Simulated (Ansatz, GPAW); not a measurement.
## Work function of a 9-layer slab of V(100) at several levels

How far do functional and basis move the work function of a 9-layer slab of V(100)?

Main program and level: GPAW 26.7.0 and Ansatz 0.2.0; Ansatz plane waves; slab in vacuum with a dipole correction, relaxation, in the first sound run; inputs show where later runs differ.

### Step 1. The structure

The cell holds 9 atoms: 9 V. Cell: a = 3.020 Å, b = 3.020 Å, c = 26.080 Å, α = 90.0°, β = 90.0°, γ = 90.0°. Vacuum lies along c.

### Step 2. Relaxation

Forces are removed first; all later runs use this geometry. The lowest 4 atoms are held at bulk positions and keep their forces.

File input.yaml:

```yaml
crystal:
  lattice:
    - [3.02, 0.0, 0.0]
    - [0.0, 3.02, 0.0]
    - [0.0, 0.0, 26.08]
  atoms:
    - { symbol: V, position: [0.0, 0.0, 0.268404908] }
    - { symbol: V, position: [0.5, 0.5, 0.326303681] }
    - { symbol: V, position: [0.0, 0.0, 0.384202454] }
    - { symbol: V, position: [0.5, 0.5, 0.442101227] }
    - { symbol: V, position: [0.0, 0.0, 0.5] }
    - { symbol: V, position: [0.5, 0.5, 0.557898773] }
    - { symbol: V, position: [0.0, 0.0, 0.615797546] }
    - { symbol: V, position: [0.5, 0.5, 0.673696319] }
    - { symbol: V, position: [0.0, 0.0, 0.731595092] }
kpoints:
  mp_grid: { grid: [10, 10, 1] }
hamiltonian:
  xc: pbe
scf:
  occupations: { method: fermi_dirac, width: 0.1 }
efield:
  axis: 3
  dipole_correction: true
  ramp_width: 0.05
relax:
  f_tol: 0.02
  max_steps: 60
  constraints: [{ sites: [0, 1, 2, 3] }]
output:
  write_potential: true
  write_density: true
  volumetric_format: npy
```

Started as:

```console
ansatz run input.yaml --threads 4 --pin off --max-ram 8192MiB --backend cpu --events-out ev --progress --plain --runs-dir out
```

Numbers of over 12 decimals in the logs are rounded to 6 here.

Log:

```text
Engine: ansatz 0.2.0, aarch64-unknown-linux-gnu
Pseudopotentials: kind: paw
Pseudopotential: V, paw, valence charge 13, recommended cutoff 420 eV (normal), V.paw.azcp
Functional definition: PBE
  parameter kappa = 0.804
  parameter beta = 0.066725
  exchange = pbe_x(kappa = kappa, mu = beta*pi^2/3)
  correlation = pbe_c(beta = beta)
Crystal: 9 atoms, lattice volume = 237.860 Å³
Basis set: ecut = 420 eV, 4583 PW (Γ), exchange–correlation on 48×48×360 points (8 copies of the dense FFT grid, shifted against one another)
Bands: 71, of which v1, the nominal top of the filled ones, is band 59 counted from 1 (58 counted from 0)
Symmetry: 8 space group operations
k-points: 21 of 100
Non-local potential: V, projectors of the file, l = 0: 3, l = 1: 2, l = 2: 3, l = 3: 1
PAW form: soft (Blöchl's): semilocal exchange-correlation on the pseudo side does not see the compensation charge
PAW one-centre angular grid: V, 590 points (default); XC on 64 Gauss nodes
Initial density: superposition of atomic densities (neutral atoms: chi_scale 0, normalization atom), corrected by the library's trained network
Initial wavefunctions: pseudopotential atomic-orbital guess
Functional: x = pbe(κ = 0.804, μ = 0.219515), c = pbe(β = 0.066725)
SCF iter   1: F=—  HF=-26209.104927 eV  |F-HF|=—  |Δ(HF+E_count)|=         —  Δρ=2.66e-2  dr2=2.37e1  ethr=1.77e-3  p=0.000 e·Å  D=8.67e-14 V/Å  ΔV_dip=-0.00 eV  dr2_dipole=1.43e-7  V_vac-E_F(+/−)=4.16/4.16 eV  ⟨swp⟩=7.9  Hψ=5965  notcnv=0
efield: sawtooth ramp at fractional position 0.9750 (placed from the atoms, in the widest stretch of the axis that holds none; the zero of the levels goes with the place), width 0.0500; the density the first Hamiltonian is built on has a dipole p = 0.000 e·Å; the dipole correction subtracts the counter field D = 8.67e-14 V/Å, which shifts the + side's vacuum level by -0.00 eV against the − side's; the planar-averaged density in the ramp window peaks in size at 8.4e-5 e/Å³
preconditioner: auto → LDOS  [metal: Δε(μ)=0.005 eV  Ē_g=2.722 eV  σ=0.100 eV  W_gap=0.01  n_scr=64 (ndim 8)  ℏωp=16.2 eV  f_vac=0.417  D(μ)=12.35/eV (n_scr^D=128)  β→1.0]
SCF iter   2: F=—  HF=-26208.916836 eV  |F-HF|=—  |Δ(HF+E_count)|=   1.88e-1  Δρ=1.35e-2  dr2=3.18e0  ethr=1.77e-3  p=0.000 e·Å  D=1.09e-5 V/Å  ΔV_dip=-0.00 eV  dr2_dipole=1.34e-6  V_vac-E_F(+/−)=3.70/3.70 eV  ⟨swp⟩=3.1  Hψ=2029  notcnv=0
SCF iter   3: F=—  HF=-26208.882592 eV  |F-HF|=—  |Δ(HF+E_count)|=   3.42e-2  Δρ=3.32e-3  dr2=1.46e-1  ethr=1.77e-3  p=0.000 e·Å  D=3.36e-6 V/Å  ΔV_dip=-0.00 eV  dr2_dipole=1.76e-8  V_vac-E_F(+/−)=3.83/3.83 eV  ⟨swp⟩=2.3  Hψ=1760  notcnv=0
SCF iter   4: F=—  HF=-26208.877965 eV  |F-HF|=—  |Δ(HF+E_count)|=   4.63e-3  Δρ=6.18e-4  dr2=1.35e-3  ethr=1.25e-4  p=0.000 e·Å  D=6.84e-6 V/Å  ΔV_dip=-0.00 eV  dr2_dipole=4.77e-8  V_vac-E_F(+/−)=3.82/3.82 eV  ⟨swp⟩=2.0  Hψ=2073  notcnv=0
SCF iter   5: F=—  HF=-26208.877899 eV  |F-HF|=—  |Δ(HF+E_count)|=   6.59e-5  Δρ=2.23e-4  dr2=2.30e-4  ethr=1.15e-6  p=0.000 e·Å  D=3.18e-6 V/Å  ΔV_dip=-0.00 eV  dr2_dipole=4.74e-8  V_vac-E_F(+/−)=3.83/3.83 eV  ⟨swp⟩=2.7  Hψ=2724  notcnv=0
SCF iter   6: F=—  HF=-26208.877927 eV  |F-HF|=—  |Δ(HF+E_count)|=   2.79e-5  Δρ=8.87e-5  dr2=4.88e-5  ethr=1.97e-7  p=0.000 e·Å  D=1.03e-6 V/Å  ΔV_dip=-0.00 eV  dr2_dipole=1.58e-9  V_vac-E_F(+/−)=3.84/3.84 eV  ⟨swp⟩=2.2  Hψ=2049  notcnv=0
SCF iter   7: F=-26208.877926 eV  HF=-26208.877929 eV  |F-HF|=3.16e-6  |Δ(HF+E_count)|=   1.62e-6  Δρ=3.18e-5  dr2=6.87e-6  ethr=8.55e-9  p=0.000 e·Å  D=1.11e-7 V/Å  ΔV_dip=-0.00 eV  dr2_dipole=8.35e-10  V_vac-E_F(+/−)=3.85/3.85 eV  ⟨swp⟩=11.3  Hψ=13166  notcnv=0
WARN: efield: at this solve's end the planar-averaged density reaches 1.29e-5 e/Å³ inside the ramp window [0.9367, 0.0633] (bound 1e-5 e/Å³), and -4.56e-6 e/Å³ on another of its planes; by the running means of the window's planes the mean density over a ramp is at most 1.06e-5 e/Å³, which is held to the bound (the quickstart, § The vacuum guard, A window that rings); the window's nearer edge stands 5.35 Å from this s [...]
SCF 1 converged in 7 iterations: F = -26208.877926 eV  dr2 = 6.87e-6
  greatest PAW one-centre occupation: 1.000 electrons in one spin orbital (limit 2), on the V atom at site 7 (counted from 0), in its partial waves of l = 0
relax step   1: F+E_penalty+E_count = -26208.87792567 eV  Δ(F+E_penalty+E_count) = +0.000e0 eV  max|allowed force component| = 1.143e0 eV/Å  Δτ_max = 0.0000 Å  (7 SCF iters, dr2 threshold 1.00e-5 eV, accepted)
Initial density: handed on by an earlier stage of this run
Initial wavefunctions: those handed on with the density
SCF iter   1: F=—  HF=-26209.198116 eV  |F-HF|=—  |Δ(HF+E_count)|=         —  Δρ=2.35e-2  dr2=4.46e0  ethr=3.10e-3  p=0.000 e·Å  D=2.94e-7 V/Å  ΔV_dip=-0.00 eV  dr2_dipole=2.46e-1  V_vac-E_F(+/−)=3.88/3.88 eV  ⟨swp⟩=4.0  Hψ=3348  notcnv=0
efield: sawtooth ramp at fractional position 0.9750 (handed on by an earlier solve), width 0.0500; the density the first Hamiltonian is built on has a dipole p = 0.000 e·Å; the dipole correction subtracts the counter field D = 2.94e-7 V/Å, which shifts the + side's vacuum level by -0.00 eV against the − side's; the planar-averaged density in the ramp window peaks in size at 1.5e-5 e/Å³
preconditioner: auto → LDOS  [metal: Δε(μ)=0.007 eV  Ē_g=2.737 eV  σ=0.100 eV  W_gap=0.02  n_scr=64 (ndim 8)  ℏωp=16.2 eV  f_vac=0.424  D(μ)=13.07/eV (n_scr^D=138)  β→1.0]
SCF iter   2: F=—  HF=-26209.151996 eV  |F-HF|=—  |Δ(HF+E_count)|=   4.61e-2  Δρ=2.37e-2  dr2=3.62e0  ethr=3.10e-3  p=0.026 e·Å  D=1.98e-2 V/Å  ΔV_dip=-0.52 eV  dr2_dipole=4.88e-1  V_vac-E_F(+/−)=3.34/3.86 eV  ⟨swp⟩=3.1  Hψ=2264  notcnv=0
SCF iter   3: F=—  HF=-26209.016162 eV  |F-HF|=—  |Δ(HF+E_count)|=   1.36e-1  Δρ=1.45e-3  dr2=4.33e-2  ethr=3.09e-3  p=0.010 e·Å  D=7.23e-3 V/Å  ΔV_dip=-0.19 eV  dr2_dipole=3.30e-2  V_vac-E_F(+/−)=3.67/3.86 eV  ⟨swp⟩=2.3  Hψ=1977  notcnv=0
SCF iter   4: F=—  HF=-26209.016714 eV  |F-HF|=—  |Δ(HF+E_count)|=   5.52e-4  Δρ=2.07e-3  dr2=3.30e-2  ethr=3.70e-5  p=0.007 e·Å  D=5.57e-3 V/Å  ΔV_dip=-0.15 eV  dr2_dipole=1.69e-2  V_vac-E_F(+/−)=3.71/3.85 eV  ⟨swp⟩=2.8  Hψ=2841  notcnv=0
SCF iter   5: F=—  HF=-26209.015359 eV  |F-HF|=—  |Δ(HF+E_count)|=   1.36e-3  Δρ=3.92e-4  dr2=1.50e-3  ethr=2.82e-5  p=0.006 e·Å  D=4.78e-3 V/Å  ΔV_dip=-0.12 eV  dr2_dipole=4.78e-4  V_vac-E_F(+/−)=3.73/3.85 eV  ⟨swp⟩=2.0  Hψ=1704  notcnv=0
[...]
SCF iter   4: F=—  HF=-26209.027932 eV  |F-HF|=—  |Δ(HF+E_count)|=   1.13e-3  Δρ=1.12e-3  dr2=8.23e-3  ethr=6.25e-5  p=0.010 e·Å  D=7.53e-3 V/Å  ΔV_dip=-0.20 eV  dr2_dipole=4.70e-3  V_vac-E_F(+/−)=3.66/3.85 eV  ⟨swp⟩=2.0  Hψ=2000  notcnv=0
SCF iter   5: F=—  HF=-26209.027722 eV  |F-HF|=—  |Δ(HF+E_count)|=   2.10e-4  Δρ=3.71e-4  dr2=1.34e-3  ethr=7.04e-6  p=0.009 e·Å  D=6.80e-3 V/Å  ΔV_dip=-0.18 eV  dr2_dipole=9.25e-4  V_vac-E_F(+/−)=3.68/3.85 eV  ⟨swp⟩=2.0  Hψ=1798  notcnv=0
SCF iter   6: F=—  HF=-26209.027771 eV  |F-HF|=—  |Δ(HF+E_count)|=   4.89e-5  Δρ=1.42e-4  dr2=1.31e-4  ethr=1.15e-6  p=0.008 e·Å  D=5.86e-3 V/Å  ΔV_dip=-0.15 eV  dr2_dipole=6.99e-5  V_vac-E_F(+/−)=3.70/3.85 eV  ⟨swp⟩=2.0  Hψ=1905  notcnv=0
SCF iter   7: F=—  HF=-26209.027766 eV  |F-HF|=—  |Δ(HF+E_count)|=   5.64e-6  Δρ=4.37e-5  dr2=1.17e-5  ethr=1.12e-7  p=0.007 e·Å  D=5.36e-3 V/Å  ΔV_dip=-0.14 eV  dr2_dipole=2.55e-7  V_vac-E_F(+/−)=3.71/3.85 eV  ⟨swp⟩=2.1  Hψ=2063  notcnv=0
SCF iter   8: F=-26209.027764 eV  HF=-26209.027767 eV  |F-HF|=3.02e-6  |Δ(HF+E_count)|=   1.32e-6  Δρ=3.04e-5  dr2=4.12e-6  ethr=4.90e-9  p=0.007 e·Å  D=5.17e-3 V/Å  ΔV_dip=-0.13 eV  dr2_dipole=6.73e-8  V_vac-E_F(+/−)=3.72/3.85 eV  ⟨swp⟩=12.6  Hψ=13761  notcnv=0
SCF 3 converged in 8 iterations: F = -26209.027764 eV  dr2 = 4.12e-6
  greatest PAW one-centre occupation: 1.000 electrons in one spin orbital (limit 2), on the V atom at site 4 (counted from 0), in its partial waves of l = 0
relax step   3: F+E_penalty+E_count = -26209.02776388 eV  Δ(F+E_penalty+E_count) = -1.237e-2 eV  max|allowed force component| = 9.588e-2 eV/Å  Δτ_max = 0.1284 Å  (8 SCF iters, dr2 threshold 5.73e-6 eV, accepted)
[...]
relax step   4: F+E_penalty+E_count = -26209.02844006 eV  Δ(F+E_penalty+E_count) = -6.762e-4 eV  max|allowed force component| = 1.055e-1 eV/Å  Δτ_max = 0.0418 Å  (8 SCF iters, dr2 threshold 6.46e-7 eV, accepted)
[...]
relax step   5: F+E_penalty+E_count = -26209.02940295 eV  Δ(F+E_penalty+E_count) = -9.629e-4 eV  max|allowed force component| = 9.219e-3 eV/Å  Δτ_max = 0.0146 Å  (6 SCF iters, dr2 threshold 1.11e-6 eV, accepted)
iter 1 solved again at ethr=2.99e-10 eV; its pass at ethr=3.10e-3 eV (dr2=3.50e-7 eV) is discarded
SCF iter   1: F=—  HF=-26209.029378 eV  |F-HF|=—  |Δ(HF+E_count)|=         —  Δρ=8.70e-6  dr2=3.51e-7  ethr=2.99e-10  p=0.007 e·Å  D=4.98e-3 V/Å  ΔV_dip=-0.13 eV  dr2_dipole=1.32e-7  V_vac-E_F(+/−)=3.72/3.85 eV  ⟨swp⟩=1.3  Hψ=3619  notcnv=0
efield: sawtooth ramp at fractional position 0.9688 (handed on by an earlier solve), width 0.0500; the density the first Hamiltonian is built on has a dipole p = 0.007 e·Å; the dipole correction subtracts the counter field D = 4.98e-3 V/Å, which shifts the + side's vacuum level by -0.13 eV against the − side's; the planar-averaged density in the ramp window peaks in size at 1.3e-5 e/Å³
preconditioner: auto → LDOS  [metal: Δε(μ)=0.016 eV  Ē_g=2.728 eV  σ=0.100 eV  W_gap=0.04  n_scr=64 (ndim 8)  ℏωp=16.2 eV  f_vac=0.427  D(μ)=13.29/eV (n_scr^D=146)  β→1.0]
SCF iter   2: F=—  HF=-26209.029403 eV  |F-HF|=—  |Δ(HF+E_count)|=   2.56e-5  Δρ=9.43e-6  dr2=2.72e-7  ethr=2.99e-10  p=0.006 e·Å  D=4.94e-3 V/Å  ΔV_dip=-0.13 eV  dr2_dipole=5.67e-11  V_vac-E_F(+/−)=3.72/3.85 eV  ⟨swp⟩=2.1  Hψ=2533  notcnv=0
SCF iter   3: F=—  HF=-26209.029403 eV  |F-HF|=—  |Δ(HF+E_count)|=   1.38e-8  Δρ=5.32e-6  dr2=1.13e-7  ethr=2.32e-10  p=0.006 e·Å  D=4.93e-3 V/Å  ΔV_dip=-0.13 eV  dr2_dipole=3.50e-8  V_vac-E_F(+/−)=3.72/3.85 eV  ⟨swp⟩=2.0  Hψ=2586  notcnv=0
SCF iter   4: F=-26209.029403 eV  HF=-26209.029403 eV  |F-HF|=1.90e-8  |Δ(HF+E_count)|=   7.50e-9  Δρ=2.34e-6  dr2=1.72e-8  ethr=8.55e-11  p=0.006 e·Å  D=4.91e-3 V/Å  ΔV_dip=-0.13 eV  dr2_dipole=3.06e-9  V_vac-E_F(+/−)=3.72/3.85 eV  ⟨swp⟩=10.4  Hψ=9757  notcnv=0
SCF 6 converged in 4 iterations: F = -26209.029403 eV  dr2 = 1.72e-8
relax step   6: F+E_penalty+E_count = -26209.02940325 eV  Δ(F+E_penalty+E_count) = -2.917e-7 eV  max|allowed force component| = 9.263e-3 eV/Å  Δτ_max = 0.0000 Å  (4 SCF iters, accepted)
NSCF: frozen V_eff on 21 k-points
the search or the solves at the SCF's close seem to have found levels that the self-consistency loop had missed (the run counts 2). By its estimate they hold 5.99e-11 electrons. The energies and the density leave them out; if the run goes on with those levels, later outputs use occupations computed again with them
WARN: The output density's exchange-correlation potential varies sharply where the density is thin. Do not read a vacuum level from v_tot or v_xc, or from such a field of the output density. On a cell that repeats whose density bears no net charge and no dipole along the vacuum's axis use v_es (v_loc + v_h of the components); under efield.dipole_correction with no amplitude use v_es + v_field, which holds any externa [...]
SCF converged after 4 iterations
Free energy (F): -26209.029403 eV
Harris-Foulkes:  -26209.029403 eV  (|F-HF|=1.90e-8)
Internal energy: -26208.582897 eV  (E = F + TS)
E sigma→0 (E₀):  -26208.806150 eV
Entropy (-TS):   -0.446507 eV (-49.612 meV/atom)
Fermi energy:    6.767088 eV
Dipole field:    D = 0.004844 V/Å  (p = 0.006367 e·Å, saw-weighted, corrected)
Work function:   Φ+ = 3.7252 eV   Φ− = 3.8515 eV
Levels:          The Fermi level and band energies are counted from a zero that moves with the ramp; work functions are not
--- Per-component energies (eV) ---
  E_band       = -2456.864666
  E_kinetic    = 3017.378936
  E_local      = -149526.657823  (includes V_loc(G=0)·N_el)
  E_nonlocal   = -406.540841
  E_hartree    = 73860.469148
  E_xc         = -1168.835741
  E_vxc        = -1481.274601  (∫ρ·V_xc dr)
  E_paw        = -10015.136359  (= ΣΔE_a)
  E_vpaw       = -1780.654407  (= ΣTr[D̂ρ^β])
  E_aug_tail   = 0.002377  (compensation charges beyond the density's cutoff)
  E_efield     = 0.000015  (sawtooth field / dipole correction)
  E_vefield    = -0.058913  (∫n·V_field dr)
  E_ewald      = 58030.737392
  E_smearing   = -0.446507  (= −TS)
  E_closure    = -0.000000  (closes the sum)
  Σ components = -26209.029403   (vs F -26209.029403, Δ=0.00e0)
--- Forces (eV/Å), atoms counted from 1 ---
  atom   1  V      0.00000000    -0.00000000     1.14141237
  atom   2  V     -0.00000000     0.00000000    -0.72583409
  atom   3  V     -0.00000000    -0.00000000    -0.40168096
  atom   4  V     -0.00000000     0.00000000    -0.01813080
  atom   5  V      0.00000000     0.00000000     0.00547383
  atom   6  V     -0.00000000     0.00000000    -0.00309720
  atom   7  V      0.00000000     0.00000000     0.00382655
  atom   8  V     -0.00000000    -0.00000000    -0.00926349
  atom   9  V      0.00000000    -0.00000000     0.00729370
  max |Σ_I F_I| component: 8.57e-8 eV/Å
--- Band table (eV; the first three rows and the last of 21) ---
  k-point 0: bands = [... 55 lower, 7.0223, 7.1173, 7.1173, 7.1666, 7.1666, 7.2077, 7.2181, 7.2181, ... 8 higher]
  k-point 1: bands = [... 55 lower, 6.8757, 6.9601, 7.0074, 7.1304, 7.1324, 7.2206, 7.2358, 7.3992, ... 8 higher]
  k-point 2: bands = [... 55 lower, 6.6291, 6.7204, 6.8254, 6.9337, 7.0082, 7.1386, 7.3802, 7.5636, ... 8 higher]
  k-point 20: bands = [... 55 lower, 6.0300, 6.0300, 6.6585, 6.6585, 7.4973, 7.4973, 8.2938, 8.3090, ... 8 higher]
--- Relaxed structure (6 steps of the walk, 6 accepted, 0 SCFs on fresh bases) ---
  F+E_penalty+E_count = -26209.02940325 eV   max|allowed force component| = 9.263e-3 eV/Å
  atoms:
    - { symbol: V, position: [0.0, 0.0, 0.268404908] }
    - { symbol: V, position: [0.500000, 0.500000, 0.326303681] }
    - { symbol: V, position: [0.0, 0.0, 0.384202] }
    - { symbol: V, position: [0.500000, 0.500000, 0.442101227] }
    - { symbol: V, position: [-1.6816487773152253e-18, 0, 0.498998] }
    - { symbol: V, position: [0.500000, 0.500000, 0.555208] }
    - { symbol: V, position: [-3.825945402354211e-18, 0, 0.613517] }
    - { symbol: V, position: [0.500000, 0.500000, 0.670867] }
    - { symbol: V, position: [-1.8972160123868205e-17, 0, 0.720288] }
```

Run time: 66 s. Hardware: 4 threads of Arm Neoverse V1, shared host; peak memory 0.79 GiB; 4.3 min of CPU time.

This run has no spin polarisation, although V can carry a moment.

Relaxation path:

| step | energy less that of the first step (eV) | largest force component (eV/Å) |
| --- | --- | --- |
| 1 | 0.0000 | 1.1429 |
| 2 | -0.1375 | 0.3029 |
| 3 | -0.1498 | 0.0959 |
| 4 | -0.1505 | 0.1055 |
| 5 | -0.1515 | 0.0092 |
| 6 | -0.1515 | 0.0093 |

The run keeps the 8 symmetry operations that it works with, so distortions that break them were not tested.

The atoms that moved most (Å):

| atom | dx | dy | dz | length |
| --- | --- | --- | --- | --- |
| V9 | 0.000 | 0.000 | -0.295 | 0.295 |
| V8 | 0.000 | 0.000 | -0.074 | 0.074 |
| V6 | 0.000 | 0.000 | -0.070 | 0.070 |
| V7 | 0.000 | 0.000 | -0.059 | 0.059 |
| V5 | 0.000 | 0.000 | -0.026 | 0.026 |

Final coordinates:

```cif
data_structure
_symmetry_space_group_name_H-M 'P 1'
_symmetry_Int_Tables_number 1
_cell_length_a 3.0200
_cell_length_b 3.0200
_cell_length_c 26.0800
_cell_angle_alpha 90.000
_cell_angle_beta 90.000
_cell_angle_gamma 90.000
_cell_volume 237.86
loop_
_atom_site_label
_atom_site_type_symbol
_atom_site_fract_x
_atom_site_fract_y
_atom_site_fract_z
_atom_site_occupancy
V1 V 0.00000 0.00000 0.26840 1
V2 V 0.50000 0.50000 0.32630 1
V3 V 0.00000 0.00000 0.38420 1
V4 V 0.50000 0.50000 0.44210 1
V5 V 0.00000 0.00000 0.49900 1
V6 V 0.50000 0.50000 0.55521 1
V7 V 0.00000 0.00000 0.61352 1
V8 V 0.50000 0.50000 0.67087 1
V9 V 0.00000 0.00000 0.72029 1
```

This step gave:

| Quantity | Value |
| --- | --- |
| free energy | -26209.0294 eV |
| smearing term TS | 0.4465 eV |
| symmetry operations | 8 |
| upper work function | 3.725 eV |
| lower work function | 3.852 eV |
| dipole along the normal | 0.006367 e·Å |
| dipole field | 0.004844 V/Å |
| vacuum level above | 10.49 eV |
| vacuum level below | 10.62 eV |

The electrostatic potential energy of an electron (with the applied field's), less the Fermi level, planar mean oscillates, so the rows of the table below give means over windows of 1.45 Å about each position, cut where the curve ends. Its maxima inside the range that stand out by 2 % of the span (Å: eV): 7.8: -6.82, 9.3: -6.82, 10.7: -6.83, 12.3: -7.17, 13.8: -7.43, 15.2: -6.65, 16.8: -7.07. Its minima: 7.1: -8.74, 8.5: -8.47, 10.0: -8.45, 11.6: -8.46, 13.0: -8.45, 14.3: -8.46, 16.1: -8.53, 18.1: -10.2.

The electrostatic potential energy of an electron (with the applied field's), less the Fermi level, planar mean by z; means over each step:

z (Å), electrostatic potential energy of an electron (with the applied field's), less the Fermi level, planar mean (eV) and a bar from the least value:
```
     0.72        3.8 ##############################
     2.17        3.9 ##############################
     3.62        3.8 ##############################
     5.07        3.1 ############################
     6.52       -5.1 ##########
     7.97       -7.8 ####
     9.42       -7.8 ####
    10.87       -7.7 ####
    12.32       -7.9 ###
    13.77       -8.0 ###
    15.22       -7.7 ####
    16.67       -7.9 ###
    18.12       -9.4 
    19.57       -2.8 ###############
    21.02        3.4 #############################
    22.47        3.7 ##############################
    23.92        3.7 ##############################
    25.37        3.7 ##############################
```

The valence density, planar mean oscillates, so the rows of the table below give means over windows of 1.45 Å about each position, cut where the curve ends. Its maxima inside the range that stand out by 2 % of the span (Å: e/Å³): 7.0: 1.48, 8.5: 1.50, 10.0: 1.51, 11.6: 1.50, 13.0: 1.52, 14.5: 1.52, 15.9: 1.49, 17.5: 1.53, 18.8: 1.50. Its minima: 7.7: 0.446, 9.3: 0.418, 10.7: 0.428, 12.3: 0.445, 13.8: 0.453, 15.2: 0.413, 16.8: 0.445, 18.1: 0.649.

The valence density, planar mean by z; means over each step:

| z (Å) | valence density, planar mean (e/Å³) |
| --- | --- |
| 2.17 | 4.5e-5 |
| 3.62 | 9.5e-4 |
| 5.07 | 0.0180 |
| 6.52 | 0.712 |
| 7.97 | 0.931 |
| 9.42 | 0.926 |
| 10.87 | 0.924 |
| 12.32 | 0.948 |
| 13.77 | 0.965 |
| 15.22 | 0.913 |
| 16.67 | 0.940 |
| 18.12 | 1.13 |
| 19.57 | 0.426 |
| 21.02 | 0.00912 |
| 22.47 | 4.3e-4 |
| 23.92 | 1.9e-5 |

The relaxation lowered the energy of the cell by 0.151 eV.

(Part 1 of 3 ends here.)

[Logs are printed without paths, hosts, clocks, repeated set-up lines and the standing remarks that a program may print on its own settings, such as how far it seeks lower states.]

[Hosts, paths, dates, database ids (printed as entryN), source tags and the programs' standing remarks are cut or masked in the printed files.]
